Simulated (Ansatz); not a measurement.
**K3Cu3AsP: complex band structure**

Aim: relax a made-up compound, K3Cu3AsP, and see how good a tunnel barrier it would be. It is built by putting As for part of the P in the K3Cu3P2 structure of space group R-3m, with the volume rescaled by atomic radii. The parent structure comes from the Materials Project.

Program: Ansatz 0.2.0. Level of theory: PBE DFT, plane waves, PAW files, in the first sound run; inputs show where later runs differ. Results are calculated unless marked as measured.

The structure was built from a prototype and need not be the compound's stable phase.

## (1) Starting point

Symmetry: R3m, No. 160, trigonal system. Conventional cell: a = 5.686 Å, b = 5.686 Å, c = 20.085 Å, α = 90.00°, β = 90.00°, γ = 120.00°. K has 3 As at 3.30 Å and 1 P at 3.32 Å and 6 Cu at 3.39 Å and 4 K at 3.61 to 3.69 Å nearest. Nearest to K lie 6 K at 3.61 Å and 6 Cu at 3.73 Å and 3 P at 3.75 Å and 3 As at 3.75 Å. K has 3 P at 3.30 Å and 1 As at 3.32 Å and 6 Cu at 3.39 Å and 4 K at 3.61 to 3.69 Å nearest. Nearest to Cu lie 1 As at 2.25 Å and 1 P at 2.25 Å and 4 Cu at 2.84 Å and 6 K at 3.39 to 3.73 Å. Nearest to As lie 3 Cu at 2.25 Å and 7 K at 3.30 to 3.75 Å. P has 3 Cu at 2.25 Å and 7 K at 3.30 to 3.75 Å nearest. It derives from K3Cu3P2. As for part of the P in the K3Cu3P2 structure of space group R-3m. Farther neighbours are not listed.

## (2) Cell and atoms at rest

The substituted atoms don't fit the parent's cell, so cell and atoms relax together. A small smearing keeps the run stable in case the gap closes on the way.

The input, input.yaml:

```yaml
crystal:
  lattice:
    - [2.8430299581, 1.6414241116, 6.6949410296]
    - [-2.8430299581, 1.6414241116, 6.6949410296]
    - [0.0, -3.2828482232, 6.6949410296]
  atoms:
    - { symbol: K, position: [0.90814348, 0.90814348, 0.90814348] }
    - { symbol: K, position: [0.5, 0.5, 0.5] }
    - { symbol: K, position: [0.09185652, 0.09185652, 0.09185652] }
    - { symbol: Cu, position: [0.5, 0.0, 0.5] }
    - { symbol: Cu, position: [0.5, 0.5, 0.0] }
    - { symbol: Cu, position: [0.0, 0.5, 0.5] }
    - { symbol: As, position: [0.25702121, 0.25702121, 0.25702121] }
    - { symbol: P, position: [0.74297879, 0.74297879, 0.74297879] }
kpoints:
  mp_grid: { grid: [4, 4, 4] }
scf:
  occupations: { method: gaussian, width: 0.03 }
hamiltonian:
  xc: pbe
output:
  forces: true
  stress: true
relax:
  f_tol: 0.02
  max_steps: 60
  cell: {}
```

Started as:

```console
> ansatz run input.yaml --threads 2 --pin off --max-ram 4096MiB --backend cpu --events-out ev --progress --plain --runs-dir out
```

Numbers of over 12 decimals in the logs are rounded to 6 here.

The program printed:

```text
Engine: ansatz 0.2.0, aarch64-unknown-linux-gnu
Pseudopotentials: kind: paw
Pseudopotential: K, paw, valence charge 9, recommended cutoff 420 eV (normal), K.paw.azcp
Pseudopotential: Cu, paw, valence charge 19, recommended cutoff 420 eV (normal), Cu.paw.azcp
Pseudopotential: As, paw, valence charge 15, recommended cutoff 420 eV (normal), As.paw.azcp
Pseudopotential: P, paw, valence charge 5, recommended cutoff 420 eV (normal), P.paw.azcp
Functional definition: PBE
  parameter kappa = 0.804
  parameter beta = 0.066725
  exchange = pbe_x(kappa = kappa, mu = beta*pi^2/3)
  correlation = pbe_c(beta = beta)
Crystal: 8 atoms, lattice volume = 187.456 Å³
Basis set: ecut = 420 eV, 3689 PW (Γ), exchange–correlation on 100×100×100 points (8 copies of the dense FFT grid, shifted against one another)
Bands: 63, of which v1, the nominal top of the filled ones, is band 52 counted from 1 (51 counted from 0)
Symmetry: 6 space group operations
Space group: R3m (ITA 160), of the structure as read, at distance tolerance 5.7e-5 Å
k-points: 13 of 64 (time reversal used)
Non-local potential: K, projectors of the file, l = 0: 3, l = 1: 2, l = 2: 2
Non-local potential: Cu, projectors of the file, l = 0: 3, l = 1: 2, l = 2: 3, l = 3: 1
Non-local potential: As, projectors of the file, l = 0: 2, l = 1: 2, l = 2: 3, l = 3: 1
Non-local potential: P, projectors of the file, l = 0: 2, l = 1: 2, l = 2: 2
PAW form: soft (Blöchl's): semilocal exchange-correlation on the pseudo side does not see the compensation charge
PAW one-centre angular grid: K, 110 points (default); XC on 64 Gauss nodes
PAW one-centre angular grid: Cu, 590 points (default); XC on 64 Gauss nodes
PAW one-centre angular grid: As, 590 points (default); XC on 64 Gauss nodes
PAW one-centre angular grid: P, 110 points (default); XC on 64 Gauss nodes
Initial density: superposition of atomic densities (neutral atoms: chi_scale 0, normalization atom), corrected by the library's trained network
Initial wavefunctions: pseudopotential atomic-orbital guess
Functional: x = pbe(κ = 0.804, μ = 0.219515), c = pbe(β = 0.066725)
SCF iter   1: F=—  HF=-30103.139688 eV  |F-HF|=—  |Δ(HF+E_count)|=         —  Δρ=1.42e-3  dr2=2.66e-3  ethr=1.77e-3  ⟨swp⟩=8.1  Hψ=3515  notcnv=0  defer=2
preconditioner: auto → Resta (q_TF=auto, 2.473 Å⁻¹)  ε∞=5.7  [insulator: Δε(μ)=1.246 eV  Ē_g=10.038 eV  σ=0.030 eV  W_gap=1.00  n_scr=46 (ndim 8)  ℏωp=21.7 eV  f_vac=0.073  D(μ)=0.00/eV (n_scr^D=0)  ε∞_Penn≈5.7]
SCF iter   2: F=—  HF=-30103.138582 eV  |F-HF|=—  |Δ(HF+E_count)|=   1.11e-3  Δρ=7.23e-4  dr2=1.01e-3  ethr=2.56e-6  ⟨swp⟩=3.2  Hψ=1788  notcnv=0  defer=41
SCF iter   3: F=—  HF=-30103.138558 eV  |F-HF|=—  |Δ(HF+E_count)|=   2.39e-5  Δρ=9.42e-4  dr2=1.18e-3  ethr=9.73e-7  ⟨swp⟩=2.0  Hψ=1148  notcnv=0  defer=41
SCF iter   4: F=—  HF=-30103.138396 eV  |F-HF|=—  |Δ(HF+E_count)|=   1.62e-4  Δρ=2.04e-4  dr2=6.13e-5  ethr=9.73e-7  ⟨swp⟩=2.0  Hψ=1017  notcnv=0  defer=41
SCF iter   5: F=—  HF=-30103.138495 eV  |F-HF|=—  |Δ(HF+E_count)|=   9.90e-5  Δρ=6.20e-5  dr2=1.69e-5  ethr=5.89e-8  ⟨swp⟩=2.0  Hψ=1263  notcnv=0  defer=41
SCF iter   6: F=—  HF=-30103.138495 eV  |F-HF|=—  |Δ(HF+E_count)|=   6.78e-7  Δρ=2.48e-5  dr2=2.27e-6  ethr=1.63e-8  ⟨swp⟩=2.0  Hψ=1263  notcnv=0  defer=41
SCF iter   7: F=—  HF=-30103.138495 eV  |F-HF|=—  |Δ(HF+E_count)|=   1.89e-7  Δρ=1.49e-5  dr2=5.24e-7  ethr=2.18e-9  ⟨swp⟩=2.0  Hψ=1263  notcnv=0  defer=41
SCF iter   8: F=—  HF=-30103.138495 eV  |F-HF|=—  |Δ(HF+E_count)|=   7.52e-8  Δρ=1.43e-5  dr2=2.97e-7  ethr=5.03e-10  ⟨swp⟩=2.0  Hψ=1260  notcnv=0  defer=41
SCF iter   9: F=-30103.138495 eV  HF=-30103.138495 eV  |F-HF|=2.60e-9  |Δ(HF+E_count)|=   2.37e-8  Δρ=1.20e-6  dr2=6.09e-9  ethr=9.62e-11  ⟨swp⟩=3.0  Hψ=2845  notcnv=0
SCF 1 converged in 9 iterations: F = -30103.138495 eV  dr2 = 6.09e-9
  greatest PAW one-centre occupation: 1.000 electrons in one spin orbital (limit 2), on the Cu atom at site 5 (counted from 0), in its partial waves of l = 0
relax step   1: F+E_penalty+E_count = -30103.13849532 eV  Δ(F+E_penalty+E_count) = +0.000e0 eV  max|allowed force component| = 1.888e0 eV/Å  Δτ_max = 0.0000 Å  P = +3.057 GPa  Ω = 187.456 Å³  (9 SCF iters, dr2 threshold 1.00e-7 eV, accepted)
Crystal: 8 atoms, lattice volume = 193.253 Å³
Basis set: ecut = 420 eV, 3803 PW (Γ), exchange–correlation on 100×100×100 points (8 copies of the dense FFT grid, shifted against one another)
Initial density: handed on by an earlier stage of this run
Initial wavefunctions: those handed on with the density
iter 1 solved again at ethr=1.24e-4 eV; its pass at ethr=3.10e-3 eV (dr2=1.29e-1 eV) is discarded
SCF iter   1: F=—  HF=-30103.312983 eV  |F-HF|=—  |Δ(HF+E_count)|=         —  Δρ=7.93e-3  dr2=1.31e-1  ethr=1.24e-4  ⟨swp⟩=3.1  Hψ=3719  notcnv=0
preconditioner: auto → Resta (q_TF=auto, 2.461 Å⁻¹)  ε∞=5.6  [insulator: Δε(μ)=1.331 eV  Ē_g=10.015 eV  σ=0.030 eV  W_gap=1.00  n_scr=46 (ndim 8)  ℏωp=21.4 eV  f_vac=0.081  D(μ)=0.00/eV (n_scr^D=0)  ε∞_Penn≈5.6]
SCF iter   2: F=—  HF=-30103.307732 eV  |F-HF|=—  |Δ(HF+E_count)|=   5.25e-3  Δρ=8.23e-3  dr2=6.78e-2  ethr=1.24e-4  ⟨swp⟩=3.0  Hψ=1374  notcnv=0
SCF iter   3: F=—  HF=-30103.290286 eV  |F-HF|=—  |Δ(HF+E_count)|=   1.74e-2  Δρ=1.36e-3  dr2=6.43e-3  ethr=6.52e-5  ⟨swp⟩=2.0  Hψ=1282  notcnv=0  defer=69
SCF iter   4: F=—  HF=-30103.288785 eV  |F-HF|=—  |Δ(HF+E_count)|=   1.50e-3  Δρ=6.98e-4  dr2=4.74e-4  ethr=6.18e-6  ⟨swp⟩=2.0  Hψ=1175  notcnv=0  defer=69
SCF iter   5: F=—  HF=-30103.288969 eV  |F-HF|=—  |Δ(HF+E_count)|=   1.84e-4  Δρ=8.98e-5  dr2=2.26e-5  ethr=4.55e-7  ⟨swp⟩=2.0  Hψ=1016  notcnv=0  defer=69
SCF iter   6: F=—  HF=-30103.288965 eV  |F-HF|=—  |Δ(HF+E_count)|=   3.28e-6  Δρ=6.66e-5  dr2=7.45e-6  ethr=2.17e-8  ⟨swp⟩=2.0  Hψ=1030  notcnv=0  defer=69
SCF iter   7: F=-30103.288966 eV  HF=-30103.288966 eV  |F-HF|=2.82e-8  |Δ(HF+E_count)|=   7.61e-7  Δρ=1.02e-5  dr2=3.82e-7  ethr=7.69e-10  ⟨swp⟩=3.2  Hψ=3151  notcnv=0
SCF 2 converged in 7 iterations: F = -30103.288966 eV  dr2 = 3.82e-7
relax step   2: F+E_penalty+E_count = -30103.28896606 eV  Δ(F+E_penalty+E_count) = -1.505e-1 eV  max|allowed force component| = 8.341e-1 eV/Å  Δτ_max = 0.0393 Å  P = +1.210 GPa  Ω = 193.253 Å³  energy of the carried Pulay correction = -9.534e-4 eV  (7 SCF iters, dr2 threshold 8.00e-7 eV, accepted)
Crystal: 8 atoms, lattice volume = 197.179 Å³
Basis set: ecut = 420 eV, 3845 PW (Γ), exchange–correlation on 100×100×100 points (8 copies of the dense FFT grid, shifted against one another)
iter 1 solved again at ethr=4.74e-5 eV; its pass at ethr=3.10e-3 eV (dr2=4.93e-2 eV) is discarded
SCF iter   1: F=—  HF=-30103.337401 eV  |F-HF|=—  |Δ(HF+E_count)|=         —  Δρ=5.11e-3  dr2=5.01e-2  ethr=4.74e-5  ⟨swp⟩=2.4  Hψ=3677  notcnv=0
preconditioner: auto → Resta (q_TF=auto, 2.452 Å⁻¹)  ε∞=5.6  [insulator: Δε(μ)=1.336 eV  Ē_g=9.909 eV  σ=0.030 eV  W_gap=1.00  n_scr=46 (ndim 8)  ℏωp=21.2 eV  f_vac=0.083  D(μ)=0.00/eV (n_scr^D=0)  ε∞_Penn≈5.6]
SCF iter   2: F=—  HF=-30103.336199 eV  |F-HF|=—  |Δ(HF+E_count)|=   1.20e-3  Δρ=5.30e-3  dr2=2.91e-2  ethr=4.74e-5  ⟨swp⟩=3.0  Hψ=1341  notcnv=0
SCF iter   3: F=—  HF=-30103.328785 eV  |F-HF|=—  |Δ(HF+E_count)|=   7.41e-3  Δρ=8.84e-4  dr2=1.97e-3  ethr=2.80e-5  ⟨swp⟩=2.0  Hψ=1248  notcnv=0  defer=12
SCF iter   4: F=—  HF=-30103.328268 eV  |F-HF|=—  |Δ(HF+E_count)|=   5.17e-4  Δρ=4.39e-4  dr2=1.85e-4  ethr=1.90e-6  ⟨swp⟩=2.0  Hψ=1118  notcnv=0  defer=12
SCF iter   5: F=—  HF=-30103.328442 eV  |F-HF|=—  |Δ(HF+E_count)|=   1.74e-4  Δρ=5.65e-5  dr2=7.44e-6  ethr=1.78e-7  ⟨swp⟩=2.0  Hψ=1298  notcnv=0  defer=12
SCF iter   6: F=—  HF=-30103.328440 eV  |F-HF|=—  |Δ(HF+E_count)|=   2.25e-6  Δρ=4.52e-5  dr2=3.17e-6  ethr=7.15e-9  ⟨swp⟩=2.0  Hψ=1319  notcnv=0  defer=12
SCF iter   7: F=—  HF=-30103.328440 eV  |F-HF|=—  |Δ(HF+E_count)|=   3.24e-7  Δρ=2.21e-5  dr2=8.48e-7  ethr=3.05e-9  ⟨swp⟩=2.0  Hψ=1294  notcnv=0  defer=12
SCF iter   8: F=-30103.328440 eV  HF=-30103.328440 eV  |F-HF|=5.53e-8  |Δ(HF+E_count)|=   1.88e-7  Δρ=9.44e-6  dr2=1.36e-7  ethr=7.69e-10  ⟨swp⟩=4.9  Hψ=2683  notcnv=0
SCF 3 converged in 8 iterations: F = -30103.328440 eV  dr2 = 1.36e-7
relax step   3: F+E_penalty+E_count = -30103.32844037 eV  Δ(F+E_penalty+E_count) = -3.947e-2 eV  max|allowed force component| = 1.647e-1 eV/Å  Δτ_max = 0.0209 Å  P = +0.137 GPa  Ω = 197.179 Å³  energy of the carried Pulay correction = -1.583e-3 eV  (8 SCF iters, dr2 threshold 8.00e-7 eV, accepted)
[...]
relax step   4: F+E_penalty+E_count = -30103.33024323 eV  Δ(F+E_penalty+E_count) = -1.803e-3 eV  max|allowed force component| = 3.531e-2 eV/Å  Δτ_max = 0.0055 Å  P = -0.023 GPa  Ω = 197.756 Å³  energy of the carried Pulay correction = -1.674e-3 eV  (5 SCF iters, dr2 threshold 8.00e-7 eV, accepted)
[...]
relax step   5: F+E_penalty+E_count = -30103.33040127 eV  Δ(F+E_penalty+E_count) = -1.580e-4 eV  max|allowed force component| = 7.043e-3 eV/Å  Δτ_max = 0.0023 Å  P = -0.015 GPa  Ω = 197.726 Å³  energy of the carried Pulay correction = -1.669e-3 eV  (5 SCF iters, dr2 threshold 7.79e-8 eV, accepted)
Basis set: ecut = 420 eV, 3845 PW (Γ), exchange–correlation on 108×108×108 points (8 copies of the dense FFT grid, shifted against one another)
Initial wavefunctions: pseudopotential atomic-orbital guess (no wavefunctions were taken with the density)
iter 1 solved again at ethr=2.09e-7 eV; its pass at ethr=3.10e-3 eV (dr2=2.18e-4 eV) is discarded
SCF iter   1: F=—  HF=-30103.321329 eV  |F-HF|=—  |Δ(HF+E_count)|=         —  Δρ=5.25e-4  dr2=1.91e-5  ethr=2.09e-7  ⟨swp⟩=4.1  Hψ=5863  notcnv=0
preconditioner: auto → Resta (q_TF=auto, 2.451 Å⁻¹)  ε∞=5.6  [insulator: Δε(μ)=1.308 eV  Ē_g=9.852 eV  σ=0.030 eV  W_gap=1.00  n_scr=46 (ndim 8)  ℏωp=21.1 eV  f_vac=0.082  D(μ)=0.00/eV (n_scr^D=0)  ε∞_Penn≈5.6]
SCF iter   2: F=—  HF=-30103.329193 eV  |F-HF|=—  |Δ(HF+E_count)|=   7.86e-3  Δρ=2.69e-4  dr2=4.57e-6  ethr=1.84e-8  ⟨swp⟩=2.0  Hψ=1246  notcnv=0
SCF iter   3: F=—  HF=-30103.331589 eV  |F-HF|=—  |Δ(HF+E_count)|=   2.40e-3  Δρ=1.18e-4  dr2=5.02e-6  ethr=4.40e-9  ⟨swp⟩=2.0  Hψ=1456  notcnv=0
SCF iter   4: F=—  HF=-30103.331925 eV  |F-HF|=—  |Δ(HF+E_count)|=   3.37e-4  Δρ=4.07e-5  dr2=5.05e-7  ethr=4.40e-9  ⟨swp⟩=2.0  Hψ=1092  notcnv=0
SCF iter   5: F=—  HF=-30103.331977 eV  |F-HF|=—  |Δ(HF+E_count)|=   5.20e-5  Δρ=7.29e-6  dr2=6.73e-8  ethr=4.85e-10  ⟨swp⟩=2.0  Hψ=1063  notcnv=0
SCF iter   6: F=—  HF=-30103.331979 eV  |F-HF|=—  |Δ(HF+E_count)|=   1.31e-6  Δρ=1.03e-6  dr2=6.05e-9  ethr=6.47e-11  ⟨swp⟩=2.0  Hψ=1103  notcnv=0
SCF iter   7: F=—  HF=-30103.331979 eV  |F-HF|=—  |Δ(HF+E_count)|=   3.91e-9  Δρ=6.94e-7  dr2=7.77e-10  ethr=5.82e-12  ⟨swp⟩=2.0  Hψ=1339  notcnv=0
SCF iter   8: F=—  HF=-30103.331979 eV  |F-HF|=—  |Δ(HF+E_count)|=  2.36e-10  Δρ=2.54e-7  dr2=1.76e-10  ethr=1.00e-12  ⟨swp⟩=2.0  Hψ=1339  notcnv=0
SCF iter   9: F=-30103.331979 eV  HF=-30103.331979 eV  |F-HF|=1.09e-11  |Δ(HF+E_count)|=  1.46e-11  Δρ=8.64e-8  dr2=1.24e-11  ethr=1.00e-12  ⟨swp⟩=4.5  Hψ=2713  notcnv=0
SCF 6 converged in 9 iterations: F = -30103.331979 eV  dr2 = 1.24e-11
relax step   6: F+E_penalty+E_count = -30103.33197851 eV  Δ(F+E_penalty+E_count) = -1.577e-3 eV  max|allowed force component| = 7.009e-3 eV/Å  Δτ_max = 0.0000 Å  P = -0.016 GPa  Ω = 197.726 Å³  stress off target by 1.67e-2 GPa  SCF on the basis re-selected at this cell (its energy is not comparable with the rows above)  (9 SCF iters)
basis re-selected at this cell: Δ(F+E_penalty+E_count) = -1.577e-3 eV, ΔP = -0.001 GPa vs the last step (what re-selecting the basis moved, of the pressure what is left beyond the Pulay correction that the steps carried, after the strain that the cell walked since its last selection, with what the two solves' SCF thresholds leave and, on support functions, any second-order correction that the steps lacked; it is no measure of the basis error at this ecutwfc). The dense FFT grid was sized anew with the basis: this SCF ran on 54×54×54 points, the steps before it on 50×50×50, so part of this shift can come from that change (see relax.cell in the input reference). [rest of the remark cut]
SCF converged after 9 iterations
Free energy (F): -30103.331979 eV
Harris-Foulkes:  -30103.331979 eV  (|F-HF|=1.09e-11)
Internal energy: -30103.331979 eV  (E = F + TS)
E sigma→0 (E₀):  -30103.331979 eV
Fermi energy:    7.227881 eV
--- Per-component energies (eV) ---
  E_band       = -2123.042955
  E_kinetic    = 1836.468752
  E_local      = -24205.681638  (includes V_loc(G=0)·N_el)
  E_nonlocal   = 580.518542
  E_hartree    = 10940.065291
  E_xc         = -812.762045
  E_vxc        = -978.396457  (∫ρ·V_xc dr)
  E_paw        = -9748.570630  (= ΣΔE_a)
  E_vpaw       = -1236.083706  (= ΣTr[D̂ρ^β])
  E_aug_tail   = 0.000847  (compensation charges beyond the density's cutoff)
  E_ewald      = -8693.371097
  E_smearing   = -0.000000  (= −TS)
  E_closure    = 0.000000  (closes the sum)
  Σ components = -30103.331979   (vs F -30103.331979, Δ=0.00e0)
--- Forces (eV/Å), atoms counted from 1 ---
  atom   1  K     -0.00000000     0.00000000     0.00057548
  atom   2  K      0.00000000    -0.00000000     0.00053344
  atom   3  K      0.00000000    -0.00000000     0.00026416
  atom   4  Cu     0.00561396    -0.00324122     0.00074032
  atom   5  Cu    -0.00000000     0.00648244     0.00074032
  atom   6  Cu    -0.00561396    -0.00324122     0.00074032
  atom   7  As     0.00000000    -0.00000000     0.00341474
  atom   8  P     -0.00000000     0.00000000    -0.00700916
  max |Σ_I F_I| component: 3.77e-7 eV/Å
--- Stress (GPa, compression-positive) ---
       -0.016719       0.000000       0.000000
        0.000000      -0.016719       0.000000
        0.000000       0.000000      -0.013459
  P = ⅓ Tr σ = -0.0156 GPa (-0.156 kbar)
--- Relaxed structure (5 steps of the walk, 5 accepted, 1 SCFs on fresh bases) ---
  F+E_penalty+E_count = -30103.33197851 eV   max|allowed force component| = 7.009e-3 eV/Å   (the final SCF, on the basis selected at the relaxed cell)
  cell:  # Å, volume = 197.7259 Å³
    - [2.904993, 1.677199, 6.763673]
    - [-2.904993, 1.677199, 6.763673]
    - [0, -3.354397, 6.763673]
  atoms:
    - { symbol: K, position: [0.908270, 0.908270, 0.908270] }
    - { symbol: K, position: [0.498876, 0.498876, 0.498876] }
    - { symbol: K, position: [0.089163, 0.089163, 0.089163] }
    - { symbol: Cu, position: [0.504946, -0.00478452, 0.504946] }
    - { symbol: Cu, position: [0.504946, 0.504946, -0.00478452] }
    - { symbol: Cu, position: [-0.00478452, 0.504946, 0.504946] }
    - { symbol: As, position: [0.254488, 0.254488, 0.254488] }
    - { symbol: P, position: [0.744096, 0.744096, 0.744096] }
```

It took 36 s on 2 threads of Arm Neoverse V2, shared host; peak memory 0.56 GiB.

Step by step:

```
step  energy less that of the first step (eV)  largest force component (eV/Å)  pressure (GPa)  volume (Å³)
   1                                   0.0000                          1.8885            3.06       187.46
   2                                  -0.1505                          0.8341            1.21       193.25
   3                                  -0.1899                          0.1647            0.14       197.18
   4                                  -0.1917                          0.0353           -0.02       197.76
   5                                  -0.1919                          0.0070           -0.01       197.73
  6*                                  -0.1935                          0.0070           -0.02       197.73
```

Relaxation steps marked * repeat the geometry before them on a plane-wave basis chosen anew for their cell, so energy and pressure can jump there.

Forces are held to the 6 operations that the run works with; a distortion that breaks them can't arise in this run.

```
conventional cell, symmetrised  before   after  change
                         a (Å)   5.686   5.810  +2.2 %
                         b (Å)   5.686   5.810  +2.2 %
                         c (Å)  20.085  20.291  +1.0 %
              volume (Å³/atom)   23.43   24.72  +5.5 %
```

The atoms that moved most (Å, as changes of fractional coordinates times the final cell):

```
atom      dx      dy      dz  length
  K3   0.000   0.000  -0.055   0.055
 As7   0.000   0.000  -0.051   0.051
 Cu4   0.028  -0.016   0.035   0.048
 Cu5   0.000   0.033   0.035   0.048
 Cu6  -0.028  -0.016   0.035   0.048
  K2   0.000   0.000  -0.023   0.023
  P8   0.000   0.000   0.023   0.023
```

This step gave:

| Item | Value |
| --- | --- |
| free energy | -30103.3320 eV |
| Fermi energy | 7.228 eV |
| pressure | -0.01563 GPa |

The largest force component on a free atom ends at 0.0070 eV/Å.

[end of part 1 of 4]

[Logs are printed without paths, hosts, clocks, repeated set-up lines and the standing remarks that a program may print on its own settings, such as how far it seeks lower states.]

[Hosts, paths, dates, database ids (printed as entryN), source tags and the programs' standing remarks are cut or masked in the printed files.]
